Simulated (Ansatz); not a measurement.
# How fast states decay through KNa2YF6

A new crystal, KNa2YF6: structure, gap and complex bands. It is built by putting K for Tl, Na for Rb in the Rb2YTlF6 structure of space group Fm-3m, with the volume rescaled by atomic radii. The parent structure comes from the Materials Project.

Program: Ansatz 0.2.0. Level of theory: PBE DFT, plane waves, PAW files, in the first sound run; inputs show where later runs differ. Results are calculated unless marked as measured.

Most raw output is cut from this account.

The structure was built from a prototype and need not be the compound's stable phase.

### 1. The starting structure

It takes space group Fm-3m (No. 225, cubic). The conventional cell has a = 9.393 Å, b = 9.393 Å, c = 9.393 Å, α = 90.00°, β = 90.00°, γ = 90.00°. Nearest to Na lie 12 F at 3.33 Å. Nearest to Y lie 6 F at 2.11 Å. K has 6 F at 2.58 Å nearest. F has 1 Y at 2.11 Å and 1 K at 2.58 Å nearest. It derives from Rb2YTlF6. K for Tl, Na for Rb in the Rb2YTlF6 structure of space group Fm-3m. Farther neighbours and most contacts between anions are not listed.

### 2. Cell and atoms at rest

The substituted atoms don't fit the parent's cell, so cell and atoms relax together. A small smearing keeps the run stable in case the gap closes on the way.

input.yaml reads:

```yaml
crystal:
  lattice:
    - [0.0, 4.6967496418, 4.6967496418]
    - [4.6967496418, 0.0, 4.6967496418]
    - [4.6967496418, 4.6967496418, 0.0]
  atoms:
    - { symbol: Na, position: [0.75, 0.75, 0.75] }
    - { symbol: Na, position: [0.25, 0.25, 0.25] }
    - { symbol: "Y", position: [0.0, 0.0, 0.0] }
    - { symbol: K, position: [0.5, 0.5, 0.5] }
    - { symbol: F, position: [0.774986, 0.225014, 0.225014] }
    - { symbol: F, position: [0.225014, 0.225014, 0.774986] }
    - { symbol: F, position: [0.225014, 0.774986, 0.774986] }
    - { symbol: F, position: [0.225014, 0.774986, 0.225014] }
    - { symbol: F, position: [0.774986, 0.225014, 0.774986] }
    - { symbol: F, position: [0.774986, 0.774986, 0.225014] }
kpoints:
  mp_grid: { grid: [4, 4, 4] }
scf:
  occupations: { method: gaussian, width: 0.03 }
hamiltonian:
  xc: pbe
output:
  forces: true
  stress: true
relax:
  f_tol: 0.02
  max_steps: 60
  cell: {}
```

Command:

```console
ansatz run input.yaml --threads 2 --pin off --max-ram 4096MiB --backend cpu --events-out ev --progress --plain --runs-dir out
```

The job ended after 4.4 s (2 threads of AMD EPYC 9R45, shared host; peak memory 0.58 GiB; 8.3 s of CPU time).

Step by step:

| step | energy less that of the first step (eV) | largest force component (eV/Å) | pressure (GPa) | volume (Å³) |
| --- | --- | --- | --- | --- |
| 1 | 0.0000 | 1.0219 | 1.48 | 207.22 |
| 2 | -0.1698 | 0.3202 | -0.06 | 200.02 |
| 3 | -0.1855 | 0.0028 | -0.02 | 203.10 |
| 4* | -0.1772 | 0.0031 | -0.10 | 203.10 |
| 5 | -0.1784 | 0.0031 | -0.03 | 202.66 |
| 6* | -0.1782 | 0.0031 | -0.04 | 202.66 |

Relaxation steps marked * repeat the geometry before them on a plane-wave basis chosen anew for their cell, so energy and pressure can jump there.

The run keeps the 48 symmetry operations that it works with, so distortions that break them were not tested.

| conventional cell, symmetrised | before | after | change |
| --- | --- | --- | --- |
| a (Å) | 9.393 | 9.324 | -0.7 % |
| b (Å) | 9.393 | 9.324 | -0.7 % |
| c (Å) | 9.393 | 9.324 | -0.7 % |
| volume (Å³/atom) | 20.72 | 20.27 | -2.2 % |

The atoms that moved most (Å, as changes of fractional coordinates times the final cell):

| atom | dx | dy | dz | length |
| --- | --- | --- | --- | --- |
| F7 | -0.065 | 0.000 | 0.000 | 0.065 |
| F9 | 0.000 | -0.065 | 0.000 | 0.065 |
| F10 | 0.000 | 0.000 | -0.065 | 0.065 |
| F5 | 0.065 | 0.000 | 0.000 | 0.065 |
| F8 | 0.000 | 0.065 | 0.000 | 0.065 |
| F6 | 0.000 | 0.000 | 0.065 | 0.065 |

Numbers from this step:

| Property | Result |
| --- | --- |
| free energy | -13223.5777 eV |
| Fermi energy | 1.962 eV |
| pressure | -0.03655 GPa |

The largest force component on a free atom ends at 0.0031 eV/Å.

### 3. The bulk crystal and its band edges

The energy window and the wavevectors of the next steps follow from the band edges, so these are searched first, off the mesh as well.

input.yaml reads:

```yaml
crystal:
  lattice:
    - [0.0, 4.6620716769, 4.6620716769]
    - [4.6620716769, 0.0, 4.6620716769]
    - [4.6620716769, 4.6620716769, 0.0]
  atoms:
    - { symbol: Na, position: [0.75, 0.75, 0.75] }
    - { symbol: Na, position: [0.25, 0.25, 0.25] }
    - { symbol: "Y", position: [0.0, 0.0, 0.0] }
    - { symbol: K, position: [0.5, 0.5, 0.5] }
    - { symbol: F, position: [0.7679960395, 0.2320039605, 0.2320039605] }
    - { symbol: F, position: [0.2320039605, 0.2320039605, 0.7679960395] }
    - { symbol: F, position: [0.2320039605, 0.7679960395, 0.7679960395] }
    - { symbol: F, position: [0.2320039605, 0.7679960395, 0.2320039605] }
    - { symbol: F, position: [0.7679960395, 0.2320039605, 0.7679960395] }
    - { symbol: F, position: [0.7679960395, 0.7679960395, 0.2320039605] }
kpoints:
  mp_grid: { grid: [4, 4, 4] }
  band_path: { path: [VBM, CBM], npoints: 30 }
scf:
  occupations: { method: fixed }
hamiltonian:
  xc: pbe
output:
  eigenvalues: true
  write_potential: true
  write_density: true
  volumetric_format: npy
```

Elapsed: 3.4 s, on 2 threads; peak memory 0.54 GiB; 6.5 s of CPU time.

This step gave:

```
free energy         : -13223.5778 eV
Fermi energy        : -0.4213 eV
gap on the k-mesh   : 4.766 eV
gap on path         : 4.766 eV, by band count; negative where bands overlap
direct gap on path  : 4.766 eV
edge places on path : 0, 0 1/A along the path
```

Levels at VBM (eV): -1.42, -1.42, -1.37, -1.35, -1.35, -1.35, -0.63, -0.63, -0.63, -0.35, -0.35, -0.35, -0.07, -0.07, -0.07, 0.00, 0.00, 0.00, 4.77, 7.66.

The searched edges give 4.77 eV, as on the mesh.

### 4. Decaying states in the gap

This step: PBE DFT, plane waves, PAW files; complex bands by layer matching along the plane's normal (Ansatz 0.2.0).

The same crystal is laid in a cell whose first two vectors span the (111) plane (indices of the standard conventional cell, whose axes can be ordered otherwise than in the bulk input). At fixed energy and wavevector in the plane the solver finds all kz, real and complex. A few wavevectors are listed, (0, 0) and (0.5, 0) in units of the plane's reciprocal vectors; the slowest state needn't be among them.

input.yaml reads:

```yaml
crystal:
  lattice:
    - [6.593164994, 0.0, 0.0]
    - [3.296582497, 5.709848376, 0.0]
    - [3.296582497, 1.903282792, 5.383296675]
  atoms:
    - { symbol: Na, position: [0.25, 0.25, 0.25] }
    - { symbol: Na, position: [0.75, 0.75, 0.75] }
    - { symbol: "Y", position: [0.0, 0.0, 0.0] }
    - { symbol: K, position: [0.5, 0.5, 0.5] }
    - { symbol: F, position: [0.7679960395, 0.7679960395, 0.2320039605] }
    - { symbol: F, position: [0.7679960395, 0.2320039605, 0.2320039605] }
    - { symbol: F, position: [0.2320039605, 0.2320039605, 0.7679960395] }
    - { symbol: F, position: [0.2320039605, 0.7679960395, 0.2320039605] }
    - { symbol: F, position: [0.7679960395, 0.2320039605, 0.7679960395] }
    - { symbol: F, position: [0.2320039605, 0.7679960395, 0.7679960395] }
kpoints:
  mp_grid: { grid: [4, 4, 4] }
scf:
  occupations: { method: fixed }
hamiltonian:
  xc: pbe
output:
  eigenvalues: true
  transmission:
    leads: [[0, 0]]
    kpoints: [[0.0, 0.0], [0.5, 0.0]]
    e_range: [-1.0, 5.77]
    de: 0.17
```

The job ended after 34 s (2 threads; peak memory 1.2 GiB; 55 s of CPU time).

This step gave:

```yaml
level_to_which_the_leads_are_filled: 2.383 eV from the Fermi level
decay_constant_at_the_filling_level_zone_centre: 0.5180 Å⁻¹
decay_constant_at_the_filling_level_slowest_listed_point: 0.518 Å⁻¹
```

K parallel (0, 0); values up to 1.5 1/Å, a degenerate pair printed once or twice; energies at which all values exceed this have no row. Table of Im kz of the slowest decaying states by energy, zero at the highest filled level on the SCF mesh:

| energy (eV) | decay 1 (Å⁻¹) | decay 2 (Å⁻¹) | decay 3 (Å⁻¹) | decay 4 (Å⁻¹) |
| --- | --- | --- | --- | --- |
| -1.00 | 0.183 | 0.210 | 0.252 | 0.688 |
| -0.66 | 0.122 | 0.259 | 0.280 | 0.689 |
| -0.32 | 0.165 | 0.185 | 0.426 | 0.966 |
| 0.02 | 0.174 | 0.188 | 0.204 | 0.228 |
| 0.36 | 0.368 | 0.466 | 0.580 | 0.619 |
| 0.70 | 0.450 | 0.579 | 0.720 | 0.731 |
| 1.04 | 0.496 | 0.657 | 0.792 | 0.801 |
| 1.38 | 0.520 | 0.715 | 0.846 | 0.862 |
| 1.72 | 0.530 | 0.761 | 0.899 | 0.909 |
| 2.06 | 0.529 | 0.798 | 0.944 | 0.947 |
| 2.40 | 0.518 | 0.828 | 0.958 | 0.978 |
| 2.57 | 0.509 | 0.840 | 0.964 | 0.992 |
| 2.91 | 0.486 | 0.863 | 0.953 | 0.991 |
| 3.25 | 0.454 | 0.881 | 0.928 | 1.02 |
| 3.59 | 0.412 | 0.896 | 0.907 | 1.02 |
| 3.93 | 0.357 | 0.886 | 0.908 | 1.00 |
| 4.27 | 0.282 | 0.864 | 0.917 | 0.988 |
| 4.61 | 0.162 | 0.840 | 0.923 | 0.971 |
| 4.95 | 0.815 | 0.927 | 0.953 | 1.09 |
| 5.29 | 0.788 | 0.929 | 0.934 | 1.10 |
| 5.63 | 0.758 | 0.914 | 0.927 | 1.09 |

K parallel (0.5, 0); values up to 1.5 1/Å, a degenerate pair printed once or twice; energies at which all values exceed this have no row. Table of Im kz of the slowest decaying states by energy, zero at the highest filled level on the SCF mesh:

| energy (eV) | decay 1 (Å⁻¹) | decay 2 (Å⁻¹) | decay 3 (Å⁻¹) | decay 4 (Å⁻¹) |
| --- | --- | --- | --- | --- |
| -1.00 | 0.159 | 0.173 | 0.226 | 0.518 |
| -0.49 | 0.112 | 0.136 | 0.165 | 0.174 |
| 0.02 | 0.206 | 0.223 | 0.260 | 0.307 |
| 0.36 | 0.409 | 0.492 | 0.507 | 0.584 |
| 0.87 | 0.552 | 0.650 | 0.662 | 0.685 |
| 1.38 | 0.644 | 0.750 | 0.754 | 0.759 |
| 1.89 | 0.712 | 0.820 | 0.823 | 0.827 |
| 2.40 | 0.771 | 0.854 | 0.873 | 0.878 |
| 2.74 | 0.809 | 0.844 | 0.902 | 0.907 |
| 3.25 | 0.803 | 0.860 | 0.936 | 0.950 |
| 3.76 | 0.738 | 0.891 | 0.963 | 0.996 |
| 4.27 | 0.662 | 0.898 | 0.987 | 1.03 |
| 4.61 | 0.605 | 0.894 | 1.01 | 1.04 |
| 5.12 | 0.508 | 0.873 | 0.995 | 1.04 |
| 5.63 | 0.379 | 0.834 | 0.967 | 1.03 |

At the listed wavevectors the last open channel is at -0.15 eV and the next at +4.78 eV on the grid. At +2.40 eV, the grid energy nearest the filling level (the middle of the gap on the SCF mesh), the slowest state at the listed wavevectors decays with κ = 0.518 Å⁻¹, its amplitude falling by e over 1.9 Å. Through 1 nm of this crystal that state's transmission falls by exp(−2 × 0.518 Å⁻¹ × 10 Å) = 3.2e-5.

### 5. The same cell, other settings

This step: PBE DFT, plane waves, PAW files; complex bands by layer matching along the plane's normal; changed: scf.lower_state_search = "light", scf.mixing.preconditioner = "resta", accuracy = "high" (Ansatz 0.2.0).

This run repeats an earlier one, its twin (the complex run, plane (111)), with three settings changed (scf.lower_state_search, scf.mixing.preconditioner, accuracy; files written aside). It is meant to test how the run responds and whether the numerical route changes the result or only the time.

input.yaml, as its differences from that of step 4:

```diff
@@ -20,2 +20,4 @@
   occupations: { method: fixed }
+  lower_state_search: light
+  mixing: { preconditioner: resta }
 hamiltonian:
@@ -29 +31,2 @@
     de: 0.17
+accuracy: high
```

Wall time 35 s (2 threads); peak memory 1.2 GiB.

This step gave:

```yaml
free_energy: -13223.5780 eV
fermi_energy: -0.4214 eV
```

K parallel (0, 0); values up to 1.5 1/Å, a degenerate pair printed once or twice; energies at which all values exceed this have no row. Im kz of the slowest decaying states against energy, zero at the highest filled level on the SCF mesh:

| energy (eV) | decay 1 (Å⁻¹) | decay 2 (Å⁻¹) | decay 3 (Å⁻¹) | decay 4 (Å⁻¹) |
| --- | --- | --- | --- | --- |
| -1.00 | 0.183 | 0.210 | 0.252 | 0.688 |
| -0.49 | 0.167 | 0.212 | 0.304 | 0.492 |
| 0.02 | 0.174 | 0.188 | 0.204 | 0.228 |
| 0.36 | 0.368 | 0.466 | 0.580 | 0.619 |
| 0.87 | 0.476 | 0.621 | 0.762 | 0.764 |
| 1.38 | 0.520 | 0.715 | 0.846 | 0.862 |
| 1.89 | 0.531 | 0.780 | 0.929 | 0.937 |
| 2.40 | 0.518 | 0.828 | 0.958 | 0.979 |
| 2.74 | 0.499 | 0.852 | 0.968 | 1.00 |
| 3.25 | 0.454 | 0.881 | 0.928 | 1.02 |
| 3.76 | 0.386 | 0.897 | 0.902 | 1.01 |
| 4.27 | 0.282 | 0.864 | 0.917 | 0.988 |
| 4.61 | 0.162 | 0.840 | 0.923 | 0.971 |
| 5.12 | 0.801 | 0.929 | 0.943 | 1.10 |
| 5.63 | 0.758 | 0.914 | 0.927 | 1.09 |

K parallel (0.5, 0); values up to 1.5 1/Å, a degenerate pair printed once or twice; energies at which all values exceed this have no row. Table of Im kz of the slowest decaying states by energy, zero at the highest filled level on the SCF mesh:

(Unchanged from step 4.)

The least decay constant is 0.518 Å⁻¹ against 0.518 Å⁻¹ in the twin: no change within 1 %.

### 6. Summary of results

- band gap: 4.77 eV
- least decay constant at mid-gap, normal to (111): 0.518 Å⁻¹

With PBE, the slowest decay at the wavevectors tried is κ = 0.518 Å⁻¹, normal to (111). Through such a film the transmission near mid-gap falls as exp(−2κd), a factor of ten every 2.2 Å. A free electron under a barrier of half the gap would need a mass of 0.43 mₑ to decay at this rate. The compound is made up by substitution; its stability against other phases and against distortions of the cell's symmetry was not tested. A semilocal functional narrows gaps, so real decay constants are likely larger.

[Logs are printed without paths, hosts, clocks, repeated set-up lines and the standing remarks that a program may print on its own settings, such as how far it seeks lower states.]

[Hosts, paths, dates, database ids (printed as entryN), source tags and the programs' standing remarks are cut or masked in the printed files.]
